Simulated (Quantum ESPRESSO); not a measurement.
## CsH (Fm-3m): from strain to phonon shift

Aim: the phonon deformation potentials p and q of CsH (Fm-3m), tested on a biaxially strained cell.

Method: DFT LDA, scalar-relativistic, plane waves, PseudoDojo norm-conserving pseudopotentials, in Quantum ESPRESSO 7.5.

The database entry behind the starting cell differs from later determinations by our own check (0.1 to 0.3 % short, probably kX units), so it need not match the best structure at ambient conditions.

## Step 1: Set-up

Symmetry: Fm-3m, No. 225, cubic system. The conventional cell has a = 6.094 Å, b = 6.094 Å, c = 6.094 Å, α = 90.00°, β = 90.00°, γ = 90.00°. Nearest to Cs lie 6 H at 3.05 Å. H has 6 Cs at 3.05 Å nearest. Farther neighbours are not listed.

Coordinates:

```
CELL_PARAMETERS angstrom
-3.04695 0.00000 3.04695
0.00000 3.04695 3.04695
-3.04695 3.04695 0.00000
ATOMIC_POSITIONS crystal
Cs 0.00000 0.00000 0.00000
H 0.50000 0.50000 0.50000
```

This is the cell after its relaxation at this level of theory, not the database cell from which that began.

## Step 2: Uniaxial strain

The relaxed cell is stretched along z alone. This keeps all atoms on sites fixed by symmetry and splits the threefold mode into a singlet, polarised along z, and a doublet. The macroscopic field is left out, so these are transverse modes. Cutoff 81 Ry, k mesh 8×8×8.

From the response at ε_zz = 0.01:

Output:

```text
[banners, grids, parts of the stress and lines that vanish by symmetry left out]
Program PHONON v.7.5
     Reading xml data from directory:

[...]
Exchange-correlation= PW
                           (   1   4   0   0   0   0   0)
[...]
kinetic-energy cut-off    =      81.0000  Ry
     charge density cut-off    =     324.0000  Ry
     convergence threshold     =      1.0E-18
[...]
Exchange-correlation= PW
                           (   1   4   0   0   0   0   0)
[...]
q = (   0.0000000   0.0000000   0.0000000 )
     17 Sym.Ops. (with q -> -q+G )
     G cutoff =  549.6509  (  37997 G-vectors)     FFT grid: ( 48, 48, 48)
     number of k points=    59
[...]
Mode symmetry, D_4h(4/mmm) point group:
[...]
Representation #   1 mode #   1
[...]
End of self-consistent calculation
     Convergence has been achieved
     Representation #   2 mode #   2
[...]
End of self-consistent calculation
     Convergence has been achieved
     Representation #   3 modes #   3   4
[...]
End of self-consistent calculation
     Convergence has been achieved
     Representation #   4 modes #   5   6
[...]
End of self-consistent calculation
     Convergence has been achieved
[...]
q = (    0.000000000   0.000000000   0.000000000 )
[...]
freq (    1) =      -0.004249 [THz] =      -0.141722 [cm-1]
     freq (    2) =       0.017810 [THz] =       0.594069 [cm-1]
     freq (    3) =       0.017810 [THz] =       0.594069 [cm-1]
     freq (    4) =      12.586777 [THz] =     419.849673 [cm-1]
     freq (    5) =      13.722634 [THz] =     457.737785 [cm-1]
     freq (    6) =      13.722634 [THz] =     457.737785 [cm-1]
[...]
Mode symmetry, D_4h(4/mmm) point group:
     freq (   1-   1) =         -0.1  [cm-1]   --> A_2u X_4' M_4'  I
     freq (   2-   3) =          0.6  [cm-1]   --> E_u  X_5' M_5'  I
     freq (   4-   4) =        419.8  [cm-1]   --> A_2u X_4' M_4'  I
     freq (   5-   6) =        457.7  [cm-1]   --> E_u  X_5' M_5'  I

   JOB DONE.
```

```tsv
ε_zz	singlet (cm⁻¹)	doublet (cm⁻¹)	σ_zz (GPa)	σ_xx (GPa)
-0.01	486.26	447.22	-0.358	-0.011
-0.005	469.51	450.14	-0.174	-0.006
0	452.86	452.86	-0.001	-0.001
0.005	436.31	455.39	0.163	0.005
0.01	419.85	457.74	0.317	0.011
```

Stress is counted positive in tension.

## Step 3: The fit

To first order ω² − ω₀² = p ε_zz + q (ε_xx + ε_yy) for the mode along z, and likewise for x and y. With ε_zz alone the singlet gives p and the doublet q.

The linear terms of parabolas through ω² are p = -14.67 ω₀² and q = 2.32 ω₀², with ω₀ = 452.9 cm⁻¹. Those of the stresses are C11 = 34 GPa and C12 = 1 GPa. Under hydrostatic strain p and q imply γ = −(p + 2q)/(6 ω₀²) = 1.67.

A layer held to an in-plane strain ε and free along z takes ε_zz = −2 (C12/C11) ε = -0.065 ε. To first order the singlet then shifts by (q − p C12/C11) ε / ω₀ = 1267 ε cm⁻¹. For ε = 0.006, ε_zz = -0.00039, the formulas for ω² predict 460.40 cm⁻¹ for the singlet and 435.55 cm⁻¹ for the doublet.

## Step 4: A biaxially strained cell

This run was no part of the fit.

Output:

```text
[banners, grids, parts of the stress and lines that vanish by symmetry left out]
[banner, memory and clock lines left out]
Program PHONON v.7.5

[...]
Exchange-correlation= PW
                           (   1   4   0   0   0   0   0)
[...]
kinetic-energy cut-off    =      81.0000  Ry
     charge density cut-off    =     324.0000  Ry
     convergence threshold     =      1.0E-18
[...]
Exchange-correlation= PW
                           (   1   4   0   0   0   0   0)
[...]
q = (   0.0000000   0.0000000   0.0000000 )
     17 Sym.Ops. (with q -> -q+G )
     G cutoff =  547.2446  (  38117 G-vectors)     FFT grid: ( 48, 48, 48)
     number of k points=    59
[...]
Mode symmetry, D_4h(4/mmm) point group:
[...]
Representation #   1 mode #   1
[...]
End of self-consistent calculation
     Convergence has been achieved
     Representation #   2 mode #   2
[...]
End of self-consistent calculation
     Convergence has been achieved
     Representation #   3 modes #   3   4
[...]
End of self-consistent calculation
     Convergence has been achieved
     Representation #   4 modes #   5   6
[...]
End of self-consistent calculation
     Convergence has been achieved
[...]
q = (    0.000000000   0.000000000   0.000000000 )
[...]
freq (    1) =      -0.004557 [THz] =      -0.152006 [cm-1]
     freq (    2) =       0.017175 [THz] =       0.572880 [cm-1]
     freq (    3) =       0.017175 [THz] =       0.572880 [cm-1]
     freq (    4) =      13.069513 [THz] =     435.952037 [cm-1]
     freq (    5) =      13.069513 [THz] =     435.952037 [cm-1]
     freq (    6) =      13.794582 [THz] =     460.137742 [cm-1]
[...]
Mode symmetry, D_4h(4/mmm) point group:
     freq (   1-   1) =         -0.2  [cm-1]   --> A_2u X_4' M_4'  I
     freq (   2-   3) =          0.6  [cm-1]   --> E_u  X_5' M_5'  I
     freq (   4-   5) =        436.0  [cm-1]   --> E_u  X_5' M_5'  I
     freq (   6-   6) =        460.1  [cm-1]   --> A_2u X_4' M_4'  I
```

```tsv
mode	predicted (cm⁻¹)	run (cm⁻¹)
singlet	460.40	460.14
doublet	435.55	435.95
```

The stress along z is 0.000 GPa and that in the plane 0.200 GPa; the unstrained cell carries -0.001 GPa.

## Step 5: Results

```json
{
  "p (in units of the squared frequency)": "-14.67",
  "q (same units)": "2.320",
  "shift of the singlet per unit of biaxial strain": "1267 cm⁻¹",
  "C11 and C12": "34 and 1 GPa"
}
```

What this shows: To first order, one per cent of tensile biaxial strain moves the singlet of CsH (Fm-3m) by 12.7 cm⁻¹ and the doublet by -28.3 cm⁻¹; the formulas miss the test run by up to 0.40 cm⁻¹. In the rock-salt structure this mode is infrared active and has no first-order Raman line. The third potential, r, needs shear strain, which was not run. These are harmonic values at zero temperature.

[Host names and launcher messages were left out of these logs when they were recorded.]

[Logs are printed without paths, hosts, clocks, repeated set-up lines and the standing remarks that a program may print on its own settings, such as how far it seeks lower states.]

[Hosts, paths, dates, database ids (printed as entryN), source tags and the programs' standing remarks are cut or masked in the printed files.]
